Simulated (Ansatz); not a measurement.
# Preparing CsAsF6 (R-3) as a host crystal

Aim: the runs on the perfect crystal CsAsF6 (R-3) that a defect calculation needs first.

Calculated with Ansatz 0.2.0; plane-wave PAW DFT, PBEsol; relaxation of the defect-free supercell from random displacements, a test of the host's stability.

**1. The structure**

The cell holds 64 atoms: 8 Cs, 8 As and 48 F. Its edges and angles: a = 10.462 Å, b = 10.462 Å, c = 10.462 Å, α = 96.8°, β = 96.8°, γ = 96.8°.

**2. Defect free supercell relaxed from displaced atoms**

The input displaces the atoms at random before the relaxation, so that it can leave a symmetric saddle if there is one.

Contents of pristine.rattled/input.yaml:

```yaml
crystal:
  lattice:
    - [7.8231630268, 4.5167052794, 5.2775847752]
    - [-7.8231630268, 4.5167052794, 5.2775847752]
    - [0.0, -9.0334105588, 5.2775847752]
  atoms:
    - { symbol: Cs, position: [0.25, 0.25, 0.25] }
    - { symbol: As, position: [0.0, 0.0, 0.0] }
    - { symbol: F, position: [0.0986979491, 0.1335228756, 0.46125413] }
    - { symbol: F, position: [0.1335228756, 0.46125413, 0.0986979491] }
    - { symbol: F, position: [0.03874587, 0.4013020509, 0.3664771244] }
    - { symbol: F, position: [0.3664771244, 0.03874587, 0.4013020509] }
    - { symbol: F, position: [0.4013020509, 0.3664771244, 0.03874587] }
    - { symbol: F, position: [0.46125413, 0.0986979491, 0.1335228756] }
    - { symbol: Cs, position: [0.25, 0.25, 0.75] }
    - { symbol: As, position: [0.0, 0.0, 0.5] }
    - { symbol: F, position: [0.0986979491, 0.1335228756, 0.96125413] }
    - { symbol: F, position: [0.1335228756, 0.46125413, 0.5986979491] }
    - { symbol: F, position: [0.03874587, 0.4013020509, 0.8664771244] }
    - { symbol: F, position: [0.3664771244, 0.03874587, 0.9013020509] }
    - { symbol: F, position: [0.4013020509, 0.3664771244, 0.53874587] }
    - { symbol: F, position: [0.46125413, 0.0986979491, 0.6335228756] }
    - { symbol: Cs, position: [0.25, 0.75, 0.25] }
    - { symbol: As, position: [0.0, 0.5, 0.0] }
    - { symbol: F, position: [0.0986979491, 0.6335228756, 0.46125413] }
    - { symbol: F, position: [0.1335228756, 0.96125413, 0.0986979491] }
    - { symbol: F, position: [0.03874587, 0.9013020509, 0.3664771244] }
    - { symbol: F, position: [0.3664771244, 0.53874587, 0.4013020509] }
    - { symbol: F, position: [0.4013020509, 0.8664771244, 0.03874587] }
    - { symbol: F, position: [0.46125413, 0.5986979491, 0.1335228756] }
    - { symbol: Cs, position: [0.25, 0.75, 0.75] }
    - { symbol: As, position: [0.0, 0.5, 0.5] }
    - { symbol: F, position: [0.0986979491, 0.6335228756, 0.96125413] }
    - { symbol: F, position: [0.1335228756, 0.96125413, 0.5986979491] }
    - { symbol: F, position: [0.03874587, 0.9013020509, 0.8664771244] }
    - { symbol: F, position: [0.3664771244, 0.53874587, 0.9013020509] }
    - { symbol: F, position: [0.4013020509, 0.8664771244, 0.53874587] }
    - { symbol: F, position: [0.46125413, 0.5986979491, 0.6335228756] }
    - { symbol: Cs, position: [0.75, 0.25, 0.25] }
    - { symbol: As, position: [0.5, 0.0, 0.0] }
    - { symbol: F, position: [0.5986979491, 0.1335228756, 0.46125413] }
    - { symbol: F, position: [0.6335228756, 0.46125413, 0.0986979491] }
    - { symbol: F, position: [0.53874587, 0.4013020509, 0.3664771244] }
    - { symbol: F, position: [0.8664771244, 0.03874587, 0.4013020509] }
    - { symbol: F, position: [0.9013020509, 0.3664771244, 0.03874587] }
    - { symbol: F, position: [0.96125413, 0.0986979491, 0.1335228756] }
    - { symbol: Cs, position: [0.75, 0.25, 0.75] }
    - { symbol: As, position: [0.5, 0.0, 0.5] }
    - { symbol: F, position: [0.5986979491, 0.1335228756, 0.96125413] }
    - { symbol: F, position: [0.6335228756, 0.46125413, 0.5986979491] }
    - { symbol: F, position: [0.53874587, 0.4013020509, 0.8664771244] }
    - { symbol: F, position: [0.8664771244, 0.03874587, 0.9013020509] }
    - { symbol: F, position: [0.9013020509, 0.3664771244, 0.53874587] }
    - { symbol: F, position: [0.96125413, 0.0986979491, 0.6335228756] }
    - { symbol: Cs, position: [0.75, 0.75, 0.25] }
    - { symbol: As, position: [0.5, 0.5, 0.0] }
    - { symbol: F, position: [0.5986979491, 0.6335228756, 0.46125413] }
    - { symbol: F, position: [0.6335228756, 0.96125413, 0.0986979491] }
    - { symbol: F, position: [0.53874587, 0.9013020509, 0.3664771244] }
    - { symbol: F, position: [0.8664771244, 0.53874587, 0.4013020509] }
    - { symbol: F, position: [0.9013020509, 0.8664771244, 0.03874587] }
    - { symbol: F, position: [0.96125413, 0.5986979491, 0.1335228756] }
    - { symbol: Cs, position: [0.75, 0.75, 0.75] }
    - { symbol: As, position: [0.5, 0.5, 0.5] }
    - { symbol: F, position: [0.5986979491, 0.6335228756, 0.96125413] }
    - { symbol: F, position: [0.6335228756, 0.96125413, 0.5986979491] }
    - { symbol: F, position: [0.53874587, 0.9013020509, 0.8664771244] }
    - { symbol: F, position: [0.8664771244, 0.53874587, 0.9013020509] }
    - { symbol: F, position: [0.9013020509, 0.8664771244, 0.53874587] }
    - { symbol: F, position: [0.96125413, 0.5986979491, 0.6335228756] }
basis:
  ecutwfc: 420
  xc_grid: 2
hamiltonian:
  xc: pbesol
kpoints:
  mp_grid: { grid: [1, 1, 1], shift: [0.25, 0.25, 0.25] }
scf:
  occupations: { method: fermi_dirac, width: 0.01 }
  max_iter: 80
output:
  forces: true
relax:
  f_tol: 0.01
  max_steps: 120
  random_displacement: { amplitude: 0.08, seed: 8246 }
checkpoint:
  write: "../pristine.rattled.run"
  compress: false
  write_wavefunctions: false
  write_every: 100000
```

Run with:

```console
> ansatz run input.yaml --threads 4 --pin off --max-ram 7536MiB --backend cpu --events-out ev --progress --plain --runs-dir out
```

Numbers of over 12 decimals in the logs are rounded to 6 here.

The log of the run:

```text
[... repeated set-up lines and file paths are left out, and long positions are rounded to six places ...]
Engine: ansatz 0.2.0, aarch64-unknown-linux-gnu
Pseudopotentials: kind: paw
Pseudopotential: Cs, paw, valence charge 9, recommended cutoff 420 eV (normal), Cs.paw.azcp
Pseudopotential: As, paw, valence charge 15, recommended cutoff 420 eV (normal), As.paw.azcp
Pseudopotential: F, paw, valence charge 7, recommended cutoff 420 eV (normal), F.paw.azcp
Functional definition: PBEsol
  exchange = pbesol_x
  correlation = pbesol_c
Crystal: 64 atoms, lattice volume = 1118.898 Å³
Basis set: ecut = 420 eV, 21941 PW (Γ), exchange–correlation on 144×144×144 points (8 copies of the dense FFT grid, shifted against one another)
Bands: 328, of which v1, the nominal top of the filled ones, is band 264 counted from 1 (263 counted from 0)
Symmetry: 1 space group operations
k-points: 1
Non-local potential: Cs, projectors of the file, l = 0: 3, l = 1: 2, l = 2: 2, l = 3: 2
Non-local potential: As, projectors of the file, l = 0: 2, l = 1: 2, l = 2: 3, l = 3: 1
Non-local potential: F, projectors of the file, l = 0: 2, l = 1: 2, l = 2: 1
PAW form: soft (Blöchl's): semilocal exchange-correlation on the pseudo side does not see the compensation charge
PAW frozen core: Cs, regenerated for the run's functional, and the local potential with it (the file was generated under x = pbe(κ = 0.804, μ = 0.219515), c = pbe(β = 0.066725))
PAW frozen core: As, regenerated for the run's functional, and the local potential with it (the file was generated under x = pbe(κ = 0.804, μ = 0.219515), c = pbe(β = 0.066725))
PAW frozen core: F, regenerated for the run's functional, and the local potential with it (the file was generated under x = pbe(κ = 0.804, μ = 0.219515), c = pbe(β = 0.066725))
PAW one-centre angular grid: Cs, 194 points (default); XC on 64 Gauss nodes
PAW one-centre angular grid: As, 590 points (default); XC on 64 Gauss nodes
PAW one-centre angular grid: F, 110 points (default); XC on 64 Gauss nodes
Initial density: superposition of atomic densities (neutral atoms: chi_scale 0, normalization atom), corrected by the library's trained network
Initial wavefunctions: pseudopotential atomic-orbital guess
Functional: x = pbesol(κ = 0.804, μ = 0.123457), c = pbesol(β = 0.046)
SCF iter   1: F=—  HF=-121633.662404 eV  |F-HF|=—  |Δ(HF+E_count)|=         —  Δρ=1.06e-2  dr2=7.60e-1  ethr=1.77e-3  ⟨swp⟩=6.0  Hψ=1370  notcnv=0  defer=40
preconditioner: auto → Resta (q_TF=auto, 2.407 Å⁻¹)  ε∞=2.9  [insulator: Δε(μ)=5.054 eV  Ē_g=17.029 eV  σ=0.010 eV  W_gap=1.00  n_scr=244 (ndim 8)  ℏωp=23.5 eV  f_vac=0.228  D(μ)=0.00/eV (n_scr^D=0)  ε∞_Penn≈2.9]
SCF iter   2: F=—  HF=-121633.435040 eV  |F-HF|=—  |Δ(HF+E_count)|=   2.27e-1  Δρ=1.49e-3  dr2=9.44e-3  ethr=1.44e-4  ⟨swp⟩=2.0  Hψ=578  notcnv=0  defer=56
SCF iter   3: F=—  HF=-121633.434389 eV  |F-HF|=—  |Δ(HF+E_count)|=   6.50e-4  Δρ=5.56e-4  dr2=2.19e-3  ethr=1.79e-6  ⟨swp⟩=2.0  Hψ=544  notcnv=0  defer=56
SCF iter   4: F=—  HF=-121633.436600 eV  |F-HF|=—  |Δ(HF+E_count)|=   2.21e-3  Δρ=2.49e-4  dr2=4.63e-4  ethr=4.15e-7  ⟨swp⟩=2.0  Hψ=454  notcnv=0  defer=56
SCF iter   5: F=—  HF=-121633.436768 eV  |F-HF|=—  |Δ(HF+E_count)|=   1.68e-4  Δρ=7.81e-5  dr2=5.81e-5  ethr=8.78e-8  ⟨swp⟩=2.0  Hψ=496  notcnv=0  defer=56
SCF iter   6: F=—  HF=-121633.436774 eV  |F-HF|=—  |Δ(HF+E_count)|=   6.03e-6  Δρ=2.76e-5  dr2=8.69e-6  ethr=1.10e-8  ⟨swp⟩=2.0  Hψ=514  notcnv=0  defer=56
SCF iter   7: F=-121633.436780 eV  HF=-121633.436781 eV  |F-HF|=1.04e-6  |Δ(HF+E_count)|=   6.40e-6  Δρ=1.66e-5  dr2=2.11e-6  ethr=4.73e-10  ⟨swp⟩=4.0  Hψ=1037  notcnv=0
SCF 1 converged in 7 iterations: F = -121633.436780 eV  dr2 = 2.11e-6
  greatest PAW one-centre occupation: 1.000 electrons in one spin orbital (limit 2), on the As atom at site 17 (counted from 0), in its partial waves of l = 2
relax step   1: F+E_penalty+E_count = -121633.43677962 eV  Δ(F+E_penalty+E_count) = +0.000e0 eV  max|allowed force component| = 6.096e0 eV/Å  Δτ_max = 0.0000 Å  (7 SCF iters, dr2 threshold 2.50e-6 eV, accepted)
[... the SCF cycles and remarks between the steps are left out from here to the last step ...]
relax step   2: F+E_penalty+E_count = -121635.67754827 eV  Δ(F+E_penalty+E_count) = -2.241e0 eV  max|allowed force component| = 3.537e0 eV/Å  Δτ_max = 0.1733 Å  (7 SCF iters, dr2 threshold 1.00e-4 eV, accepted)
relax step   3: F+E_penalty+E_count = -121636.58398620 eV  Δ(F+E_penalty+E_count) = -9.064e-1 eV  max|allowed force component| = 5.629e-1 eV/Å  Δτ_max = 0.1573 Å  (7 SCF iters, dr2 threshold 1.00e-4 eV, accepted)
relax step   4: F+E_penalty+E_count = -121636.68805413 eV  Δ(F+E_penalty+E_count) = -1.041e-1 eV  max|allowed force component| = 2.977e-2 eV/Å  Δτ_max = 0.0965 Å  (7 SCF iters, dr2 threshold 1.98e-5 eV, accepted)
relax step   5: F+E_penalty+E_count = -121636.69189836 eV  Δ(F+E_penalty+E_count) = -3.844e-3 eV  max|allowed force component| = 2.955e-3 eV/Å  Δτ_max = 0.0331 Å  (8 SCF iters, accepted)
SCF iter   1: F=—  HF=-121636.694189 eV  |F-HF|=—  |Δ(HF+E_count)|=         —  Δρ=2.84e-3  dr2=1.71e-2  ethr=3.27e-5  ⟨swp⟩=3.0  Hψ=626  notcnv=0  defer=56
SCF iter   2: F=—  HF=-121636.691293 eV  |F-HF|=—  |Δ(HF+E_count)|=   2.90e-3  Δρ=1.36e-3  dr2=3.62e-3  ethr=3.25e-6  ⟨swp⟩=2.0  Hψ=644  notcnv=0  defer=56
SCF iter   3: F=—  HF=-121636.691274 eV  |F-HF|=—  |Δ(HF+E_count)|=   1.95e-5  Δρ=2.38e-4  dr2=2.98e-4  ethr=6.85e-7  ⟨swp⟩=2.0  Hψ=542  notcnv=0  defer=56
SCF iter   4: F=—  HF=-121636.691253 eV  |F-HF|=—  |Δ(HF+E_count)|=   2.07e-5  Δρ=7.00e-5  dr2=2.24e-5  ethr=5.63e-8  ⟨swp⟩=2.0  Hψ=495  notcnv=0  defer=56
SCF iter   5: F=—  HF=-121636.692447 eV  |F-HF|=—  |Δ(HF+E_count)|=   1.19e-3  Δρ=1.33e-5  dr2=1.21e-6  ethr=4.24e-9  ⟨swp⟩=2.0  Hψ=489  notcnv=0  defer=56
SCF iter   6: F=—  HF=-121636.692448 eV  |F-HF|=—  |Δ(HF+E_count)|=   5.45e-7  Δρ=7.27e-6  dr2=3.76e-7  ethr=2.28e-10  ⟨swp⟩=2.0  Hψ=496  notcnv=0  defer=56
SCF iter   7: F=-121636.692448 eV  HF=-121636.692448 eV  |F-HF|=2.17e-8  |Δ(HF+E_count)|=   3.87e-8  Δρ=1.69e-6  dr2=2.98e-8  ethr=1.89e-11  ⟨swp⟩=2.0  Hψ=1082  notcnv=0
SCF 6 converged in 7 iterations: F = -121636.692448 eV  dr2 = 2.98e-8
relax step   6: F+E_penalty+E_count = -121636.69244766 eV  Δ(F+E_penalty+E_count) = -5.493e-4 eV  max|allowed force component| = 9.289e-3 eV/Å  Δτ_max = 0.0210 Å  (7 SCF iters, accepted)
SCF converged after 7 iterations
Free energy (F): -121636.692448 eV
Harris-Foulkes:  -121636.692448 eV  (|F-HF|=2.17e-8)
Internal energy: -121636.692448 eV  (E = F + TS)
E sigma→0 (E₀):  -121636.692448 eV
Fermi energy:    3.024410 eV
--- Per-component energies (eV) ---
  E_band       = -5732.023373
  E_kinetic    = 11856.776919
  E_local      = -64405.462031  (includes V_loc(G=0)·N_el)
  E_nonlocal   = -1486.967284
  E_hartree    = 28197.095168
  E_xc         = -5758.557157
  E_vxc        = -6478.986154  (∫ρ·V_xc dr)
  E_paw        = -63585.002740  (= ΣΔE_a)
  E_vpaw       = -1611.672375  (= ΣTr[D̂ρ^β])
  E_aug_tail   = 0.097520  (compensation charges beyond the density's cutoff)
  E_ewald      = -26465.594800
  E_core_change = 10.921957  (= ΣΔE_core)
  E_smearing   = -0.000000  (= −TS)
  E_closure    = 0.000000  (closes the sum)
  Σ components = -121636.692448   (vs F -121636.692448, Δ=0.00e0)
--- Forces (eV/Å), atoms counted from 1 ---
  atom   1  Cs     0.00078419     0.00009022     0.00004718
  atom   2  As    -0.00775817     0.00493708     0.00469714
  atom   3  F     -0.00143644    -0.00174776    -0.00061485
  atom   4  F      0.00066503     0.00049297    -0.00050445
  atom   5  F      0.00008247     0.00057647    -0.00015073
  atom   6  F      0.00074139     0.00037912     0.00030263
  atom   7  F     -0.00088305     0.00000012     0.00007637
  atom   8  F      0.00132107     0.00106739    -0.00011405
  atom   9  Cs     0.00001002     0.00025575    -0.00050703
  atom  10  As     0.00928928     0.00374441     0.00121725
  atom  11  F      0.00092798    -0.00209657    -0.00125792
  atom  12  F     -0.00020391     0.00053491     0.00043398
  atom  13  F     -0.00029568    -0.00074563     0.00003041
  atom  14  F      0.00060323    -0.00020206     0.00148655
  atom  15  F      0.00100264    -0.00063027    -0.00074832
  atom  16  F     -0.00021076    -0.00086435    -0.00075664
  atom  17  Cs    -0.00034138    -0.00044849     0.00081666
  atom  18  As    -0.00219759    -0.00021639    -0.00017274
  atom  19  F      0.00063765     0.00066166    -0.00063597
  atom  20  F      0.00231813    -0.00090874    -0.00066362
  atom  21  F     -0.00103051    -0.00088015    -0.00005282
  atom  22  F      0.00159099    -0.00100008     0.00012926
  atom  23  F      0.00089088     0.00154368    -0.00068772
  atom  24  F     -0.00129919    -0.00064252    -0.00020141
  atom  25  Cs    -0.00046244     0.00150934    -0.00037829
  atom  26  As    -0.00300102    -0.00412660     0.00175566
  atom  27  F      0.00006685    -0.00031858     0.00055515
  atom  28  F     -0.00250646     0.00012994    -0.00094517
  atom  29  F      0.00126872    -0.00059601    -0.00041081
  atom  30  F     -0.00210847    -0.00045185     0.00009894
  atom  31  F     -0.00002167    -0.00024750     0.00001969
  atom  32  F      0.00073685    -0.00027818    -0.00057209
  atom  33  Cs    -0.00052636     0.00036058    -0.00030487
  atom  34  As    -0.00501745    -0.00448994     0.00040239
  atom  35  F      0.00007679    -0.00045216    -0.00089821
  atom  36  F     -0.00205031    -0.00019007    -0.00001145
  atom  37  F      0.00094281    -0.00001104    -0.00015076
  atom  38  F     -0.00139660     0.00006023     0.00005117
  atom  39  F      0.00014478    -0.00030820    -0.00021550
  atom  40  F      0.00130278    -0.00026606    -0.00081560
  atom  41  Cs    -0.00002511     0.00014400     0.00020898
  atom  42  As    -0.00058232    -0.00002244     0.00237017
  atom  43  F      0.00085155     0.00138452    -0.00068106
  atom  44  F      0.00094771    -0.00062279    -0.00084335
  atom  45  F     -0.00215414    -0.00111000     0.00107864
  atom  46  F      0.00200067    -0.00068285    -0.00110146
  atom  47  F      0.00042061     0.00150112    -0.00001716
  atom  48  F     -0.00167787    -0.00147116     0.00048185
  atom  49  Cs    -0.00117188    -0.00087374     0.00037682
  atom  50  As     0.00927208     0.00247537    -0.00031025
  atom  51  F      0.00107411    -0.00031396    -0.00111008
  atom  52  F      0.00045669     0.00008683     0.00059010
  atom  53  F      0.00093384     0.00002886    -0.00149215
  atom  54  F      0.00029914     0.00030559     0.00062541
  atom  55  F      0.00117241    -0.00127647    -0.00031618
  atom  56  F      0.00108432     0.00014413    -0.00132055
  atom  57  Cs     0.00059445    -0.00004273    -0.00020417
  atom  58  As    -0.00618417     0.00317992     0.00301641
  atom  59  F     -0.00100003     0.00001574    -0.00020083
  atom  60  F     -0.00059679     0.00093988    -0.00120458
  atom  61  F      0.00131480     0.00110416     0.00016170
  atom  62  F      0.00071363     0.00045945    -0.00031423
  atom  63  F     -0.00152945    -0.00078187     0.00098181
  atom  64  F      0.00114659     0.00118846    -0.00112133
  max |Σ_I F_I| component: 1.79e-5 eV/Å
--- Relaxed structure (6 steps of the walk, 6 accepted, 0 SCFs on fresh bases) ---
  F+E_penalty+E_count = -121636.69244766 eV   max|allowed force component| = 9.289e-3 eV/Å
  atoms:
    - { symbol: Cs, position: [0.248928, 0.249491, 0.250176] }
    - { symbol: As, position: [-0.001047, -0.000471, 8.337450381226853e-5] }
    - { symbol: F, position: [0.097817, 0.132763, 0.461341] }
    - { symbol: F, position: [0.132665, 0.460966, 0.099125] }
    - { symbol: F, position: [0.037673, 0.400456, 0.366720] }
    - { symbol: F, position: [0.365765, 0.038368, 0.401484] }
    - { symbol: F, position: [0.400139, 0.365942, 0.038919] }
    - { symbol: F, position: [0.460061, 0.098140, 0.133519] }
    - { symbol: Cs, position: [0.248985, 0.249314, 0.750162] }
    - { symbol: As, position: [-0.001024, -0.000692, 0.500028] }
    - { symbol: F, position: [0.097805, 0.132985, 0.961385] }
    - { symbol: F, position: [0.132352, 0.460500, 0.598949] }
    - { symbol: F, position: [0.037905, 0.400806, 0.866901] }
    - { symbol: F, position: [0.365427, 0.037977, 0.901268] }
    - { symbol: F, position: [0.400193, 0.366077, 0.538966] }
    - { symbol: F, position: [0.460380, 0.098422, 0.633734] }
    - { symbol: Cs, position: [0.249183, 0.749562, 0.250275] }
    - { symbol: As, position: [-0.000798, 0.499665, 0.000322] }
    - { symbol: F, position: [0.097737, 0.632713, 0.461402] }
    - { symbol: F, position: [0.132356, 0.960711, 0.098851] }
    - { symbol: F, position: [0.037812, 0.900577, 0.366568] }
    - { symbol: F, position: [0.365570, 0.538237, 0.401357] }
    - { symbol: F, position: [0.400082, 0.865899, 0.038966] }
    - { symbol: F, position: [0.460319, 0.598187, 0.133555] }
    - { symbol: Cs, position: [0.248924, 0.749299, 0.750195] }
    - { symbol: As, position: [-0.001067, 0.499280, 0.500143] }
    - { symbol: F, position: [0.097979, 0.633058, 0.961450] }
    - { symbol: F, position: [0.132407, 0.960505, 0.598828] }
    - { symbol: F, position: [0.037653, 0.900798, 0.866581] }
    - { symbol: F, position: [0.365578, 0.538101, 0.901303] }
    - { symbol: F, position: [0.400391, 0.866166, 0.539026] }
    - { symbol: F, position: [0.460246, 0.598321, 0.633585] }
    - { symbol: Cs, position: [0.748939, 0.249290, 0.250172] }
    - { symbol: As, position: [0.498877, -0.000693, 0.000127] }
    - { symbol: F, position: [0.597999, 0.133097, 0.461627] }
    - { symbol: F, position: [0.632410, 0.460494, 0.098887] }
    - { symbol: F, position: [0.537747, 0.400656, 0.366753] }
    - { symbol: F, position: [0.865570, 0.038062, 0.401202] }
    - { symbol: F, position: [0.900424, 0.366282, 0.039190] }
    - { symbol: F, position: [0.960237, 0.098317, 0.133562] }
    - { symbol: Cs, position: [0.749097, 0.249608, 0.750321] }
    - { symbol: As, position: [0.499186, -0.000375, 0.500320] }
    - { symbol: F, position: [0.597650, 0.132747, 0.961367] }
    - { symbol: F, position: [0.632451, 0.460774, 0.598996] }
    - { symbol: F, position: [0.537685, 0.400453, 0.866689] }
    - { symbol: F, position: [0.865549, 0.038451, 0.901345] }
    - { symbol: F, position: [0.900114, 0.365865, 0.538934] }
    - { symbol: F, position: [0.960191, 0.098040, 0.633470] }
    - { symbol: Cs, position: [0.749098, 0.749266, 0.250008] }
    - { symbol: As, position: [0.498976, 0.499329, 0.000122] }
    - { symbol: F, position: [0.597791, 0.632916, 0.461394] }
    - { symbol: F, position: [0.632306, 0.960594, 0.098963] }
    - { symbol: F, position: [0.538044, 0.900884, 0.366912] }
    - { symbol: F, position: [0.865492, 0.538020, 0.401335] }
    - { symbol: F, position: [0.900072, 0.866117, 0.038748] }
    - { symbol: F, position: [0.960530, 0.598571, 0.133746] }
    - { symbol: Cs, position: [0.748969, 0.749532, 0.750086] }
    - { symbol: As, position: [0.499005, 0.499470, 0.500176] }
    - { symbol: F, position: [0.597851, 0.632691, 0.961325] }
    - { symbol: F, position: [0.632598, 0.960901, 0.599199] }
    - { symbol: F, position: [0.537632, 0.900452, 0.866741] }
    - { symbol: F, position: [0.865725, 0.538404, 0.901570] }
    - { symbol: F, position: [0.900193, 0.865797, 0.538668] }
    - { symbol: F, position: [0.960176, 0.598094, 0.633584] }
```

It took 3.8 min on 4 threads of Arm Neoverse N1, shared host; peak memory 2 GiB; 11 min of CPU time.

Relaxation path:

```
step  energy less that of the first step (eV)  largest force component (eV/Å)
   1                                   0.0000                          6.0955
   2                                  -2.2408                          3.5373
   3                                  -3.1472                          0.5629
   4                                  -3.2513                          0.0298
   5                                  -3.2551                          0.0030
   6                                  -3.2557                          0.0093
```

The relaxation ends 51 meV an atom lower than the displaced start, with a largest force component of 0.0093 eV/Å.

**3. Outcome**

```json
{
 "symmetric supercell less the displaced and relaxed one": "0.000 eV"
}
```

**Reading.** The energy fell by 3.256 eV from the randomly displaced start; the atoms end within 0.005 Å of the sites as typed, once the mean shift is taken out. The displaced cell ends within 0.01 eV of the symmetric one, so no lower structure shows in this supercell. All at zero temperature.

[Logs are printed without paths, hosts, clocks, repeated set-up lines and the standing remarks that a program may print on its own settings, such as how far it seeks lower states.]

[Hosts, paths, dates, database ids (printed as entryN), source tags and the programs' standing remarks are cut or masked in the printed files.]

[Runs of the host that timed out are not shown.]

[For some hosts the program warned that the k-mesh of the response run may be too coarse for force constants and the static dielectric constant; such warnings are not always shown.]
